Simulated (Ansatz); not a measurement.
# Band gap of MoSSe/WS2 (van der Waals superlattice) (P3m1) from density functionals to GW, part 2 of 2

Wanted: a ladder of band gaps for MoSSe/WS2 (van der Waals superlattice) (P3m1), from density functionals to G0W0.

Ansatz 0.2.0; density functionals, hybrids and G0W0, plane waves, PAW. Known limits of the many-body steps: finite bands, screening cutoff and k mesh; no spin-orbit coupling in G0W0.

So far. Step 4 (HSE06 on the 6×6×2 mesh): Over mesh and listed points the gap is 1.024 eV, from k = Γ to k = (0.200, 0.200, 0.000). The least direct gap found is 2.352 eV, at k = (0.333, 0.333, 0.500). On the 6×6×2 mesh alone the same run gives 1.047 eV, so that mesh misses an edge of HSE06: 1.047 − 1.024 = +0.023 eV. HSE06 against PBEsol: 1.024 − 0.508 = +0.516 eV. The runs also differ in mesh (12×12×2 and 6×6×2), so how much of this comes from the functional alone is not known.

The structure was built from a prototype and need not be the compound's stable phase.

In doubt: masses and optical values from hybrid runs of this build are listed as unsure (step 6), which bears on the screening that GW takes from such a start.

## Step 6: G0W0@HSE06, 9×9×2 mesh, 196 empty bands, screening to 90 eV, PAW set soft_1 files

This step: G0W0 on HSE06, plane waves, PAW; PAW set soft_1.

Contents of input.yaml:

```yaml
crystal:
  lattice:
    - [3.1465192881, 0.0, 0.0]
    - [-1.573259644, 2.724965637, 0.0]
    - [0.0, 0.0, 11.7951878716]
  atoms:
    - { symbol: Mo, position: [0.3333333333, 0.6666666667, 0.260223358] }
    - { symbol: S, position: [0.6666666667, 0.3333333333, 0.3902662223] }
    - { symbol: Se, position: [0.6666666667, 0.3333333333, 0.1150677766] }
    - { symbol: W, position: [0.0, 0.0, 0.7488498471] }
    - { symbol: S, position: [0.3333333333, 0.6666666667, 0.880967243] }
    - { symbol: S, position: [0.3333333333, 0.6666666667, 0.6165968216] }
kpoints:
  mp_grid: { grid: [9, 9, 2] }
hamiltonian:
  xc: hse06
  pseudopotentials: { kind: paw, azcp: { folder: soft_1 } }
scf:
  occupations: { method: fixed }
gw:
  n_empty_bands: 196
  ecut_chi: 90
  qp_bands: [v2, c2]
  qp_kpoints: band_edges
  screening: { model: contour_deformation }
```

On the command line:

```console
> ansatz run input.yaml --threads 2 --pin off --max-ram 92160MiB --backend cuda --events-out ev --progress --plain --runs-dir out --devices 1 --max-vram 13GiB
```

Numbers of over 12 decimals in the logs are rounded to 6 here.

The log of the run:

```text
GPUs: using 1 of 1 available (devices: 1).
[...]
GPU FFT provider: cuFFT
GPU libraries: cuBLAS 13.8.2, cuFFT 12.4.0, cuSOLVER 12.3.4
Crystal: 6 atoms, lattice volume = 101.134 Å³
Basis set: ecut = 420 eV, 1971 PW (Γ)
Bands: 38, of which v1, the nominal top of the filled ones, is band 31 counted from 1 (30 counted from 0)
Symmetry: 6 space group operations
[...]
k-points: 24 of 162 (time reversal used)
[...]
1    32     15.7064   -13.5413    -3.9485   -17.7513  0.7843    15.9687    15.9679  root
     1    33     15.7064   -13.5413    -3.9485   -17.7513  0.7843    15.9687    15.9679  root
[...]
23    30     12.1622   -18.9304     0.6179   -18.6660  0.7750    12.5149    12.5157  root
    23    31     12.2050   -18.9586     0.6179   -18.5764  0.7890    12.4404    12.4407  root
    23    32     14.5475   -15.7055    -3.4772   -19.4935  0.7885    14.8592    14.8583  root
    23    33     14.5837   -15.9419    -3.7208   -20.0649  0.7693    14.9876    14.9858  root
[key lines of the parts left out:]
Free energy (F): -23527.695798 eV
Fermi energy:    13.108894 eV
```

The job ended after 93 s (1 × NVIDIA H100 80GB HBM3 (shared by 6 runs) with 2 threads of AMD EPYC 7R13 (Zen 3), shared host; peak memory 2.3 GiB).

Numbers from this step:

```yaml
bands_summed: 227
rpa_eps_infinity_on_this_mesh_eigenvalues: 6.975, 12.50, 12.50
plane_waves_in_the_screening_matrix: 217
g0w0_gap_over_the_corrected_points: 1.129 eV
k_of_the_valence_top: 0, 0, 0
k_of_the_conduction_bottom: 0.1111, 0.2222, 0
starting_gap_on_the_mesh: 1.137 eV
z_at_the_valence_top: 0.7832
z_at_the_conduction_bottom: 0.7865
least_direct_g0w0_gap_over_the_corrected_points: 2.343 eV
```

Over 17 of 24 irreducible mesh points the G0W0 gap is 1.129 eV, from k = Γ to k = (0.111, 0.222, 0.000). The HSE06 gap of this run on the mesh is 1.137 eV. The two states that bound the G0W0 gap lie that far apart at the start, so the correction of the gap is 1.129 − 1.137 = −0.008 eV. G0W0@HSE06 against G0W0@PBEsol with 452 bands: 1.129 − 1.009 = +0.120 eV. The runs also differ in empty bands (421 and 196) and screening cutoff (eV) (150.0 and 90), so how much of this comes from the start alone is not known. The program's warnings for this run: metallic iterate.

## Step 7: All levels together

Each gap is the least one over the points named; times are wall times on shared hosts, not benchmarks. A G0W0 time includes the run's own self-consistent start. Runs with listed points see these and the mesh alone, so an edge that moves elsewhere is missed. Rows marked * are further runs, not shown as steps, whose inputs differ from the G0W0 step on the same start in the columns given; solver thresholds can differ too.

| level | mesh | files, cutoff | bands summed, screening | points | gap (eV) | valence top | conduction bottom | least direct gap (eV) | time |
| --- | --- | --- | --- | --- | --- | --- | --- | --- | --- |
| PBEsol | 12×12×2 | soft_1 PAW, 420 eV | - | mesh and path | 0.508 | Γ | (0.200, 0.200, 0.000) | 1.847 | 7.5 s |
| PBEsol+SOC | 12×12×2 | soft_1 PAW, 420 eV | - | mesh and listed points | 0.448 | Γ | (0.200, 0.200, 0.000) | 1.582 | 16 s |
| HSE06 | 6×6×2 | soft_1 PAW, 420 eV | - | mesh and listed points | 1.024 | Γ | (0.200, 0.200, 0.000) | 2.352 | 37 s |
| G0W0@PBEsol* | 9×9×2 | soft_1 PAW, 420 eV | 137, 60 eV | 17 of 24 irreducible mesh points | 0.912 | Γ | (0.111, 0.222, 0.000) | 2.201 | 31 s |
| G0W0@PBEsol | 9×9×2 | soft_1 PAW, 420 eV | 452, 150 eV | 17 of 24 irreducible mesh points | 1.009 | Γ | (0.111, 0.222, 0.000) | 2.156 | 2.2 min |
| G0W0@HSE06 | 9×9×2 | soft_1 PAW, 420 eV | 227, 90 eV | 17 of 24 irreducible mesh points | 1.129 | Γ | (0.111, 0.222, 0.000) | 2.343 | 93 s |

## Step 8: Results

```json
{"PBEsol, over mesh and path": "0.508 eV", "PBEsol+SOC, over mesh and listed points": "0.448 eV", "HSE06, over mesh and listed points": "1.024 eV", "G0W0@PBEsol (452 bands, 9×9×2), over 17 of 24 irreducible mesh points": "1.009 eV", "G0W0@HSE06, over 17 of 24 irreducible mesh points": "1.129 eV", "known limits": "finite bands, screening cutoff and k mesh; no spin-orbit coupling in G0W0"}
```

In words: The rows run from 0.448 eV (PBEsol+SOC) to 1.129 eV (G0W0@HSE06). They differ in mesh, bands and screening cutoff of G0W0 and the points over which the gap was sought as well as in level, so only pairs that share these are like for like. PBEsol+SOC against PBEsol: 0.448 − 0.508 = −0.060 eV, with the same mesh, set of files (read in its fully relativistic form for the spin-orbit run) and cutoff, and both edges at the same k points. The spin-orbit run sees mesh and listed points alone, so its gap is an upper bound: the coupling can move an edge off these points, the more so as this crystal has no centre of inversion, and the change over the zone, its sign included where it is small, is not known. G0W0@PBEsol (452 bands, 9×9×2) moves the gap of its own start on the mesh by 1.009 − 0.609 = +0.400 eV, between the same two levels. Over mesh and path, PBEsol puts the conduction bottom at k = (0.200, 0.200, 0.000), where no G0W0 correction was computed. The G0W0 gap over the whole zone is therefore not known from this run; at its settings it can only be equal to or under the 1.009 eV found, and no correction is carried over from another point. For the start itself the gap is 0.508 eV over mesh and path and 0.609 eV on the mesh of the G0W0 run, in runs that differ in mesh (12×12×2 and 9×9×2). G0W0@HSE06 moves the gap of its own start on the mesh by 1.129 − 1.137 = −0.008 eV, between the same two levels. Over mesh and listed points, HSE06 puts the conduction bottom at k = (0.200, 0.200, 0.000), where no G0W0 correction was computed. The G0W0 gap over the whole zone is therefore not known from this run; at its settings it can only be equal to or under the 1.129 eV found, and no correction is carried over from another point. For the start itself the gap is 1.024 eV over mesh and listed points and 1.137 eV on the mesh of the G0W0 run, in runs that differ in mesh (6×6×2 and 9×9×2). What spin-orbit coupling does to the G0W0 levels was not computed, so no sum with the G0W0 gap is formed. For G0W0@PBEsol: from 137 bands and 60 eV to 452 bands and 150 eV the gap moves by 1.009 − 0.912 = +0.097 eV; bands and screening cutoff rise together, so their parts are not told apart. Two runs can't test a law of convergence, so the limit is not known. The other G0W0 rows are shown at one basis each (227 bands), so their distance from the limit is not known here. For G0W0@PBEsol (452 bands, 9×9×2): the program's warnings for this run: metallic iterate. For G0W0@HSE06: the program's warnings for this run: metallic iterate. For the further run with 137 bands on the 9×9×2 mesh, the program warns: metallic iterate. The G0W0 runs are scalar-relativistic. No pair of G0W0 runs that differ in the mesh alone is shown (9×9×2 is a supercell whose nearest images lie 24 Å apart), so the error from the mesh is not known here. G0W0 is shown with one set of atomic data (soft_1 PAW), so the error from the files is not known here.

[Paths, hosts, dates, memory and timing lines, banners, echoed tables and standing remarks are left out of the program output.]

[Logs are printed without paths, hosts, clocks, repeated set-up lines and the standing remarks that a program may print on its own settings, such as how far it seeks lower states.]

[Runs of the session that timed out or met a known fault of the program may be left out.]

[Cells called generated may have been cut or substituted from an entry of the Crystallography Open Database or the Materials Project.]

[Hosts, paths, dates, database ids (printed as entryN), source tags and the programs' standing remarks are cut or masked in the printed files.]

[Where an RPA ε∞ is given, it is that of the G0W0 mesh and is not shown converged in it. Names of k-points follow the symmetry that the program found, which can be lower than the space group named. Band edges on a path are those of the sampled points; other points can move an edge, and change direct to indirect where valleys lie close.]

[Hybrid gaps are those of their k-mesh and are not shown converged in it.]
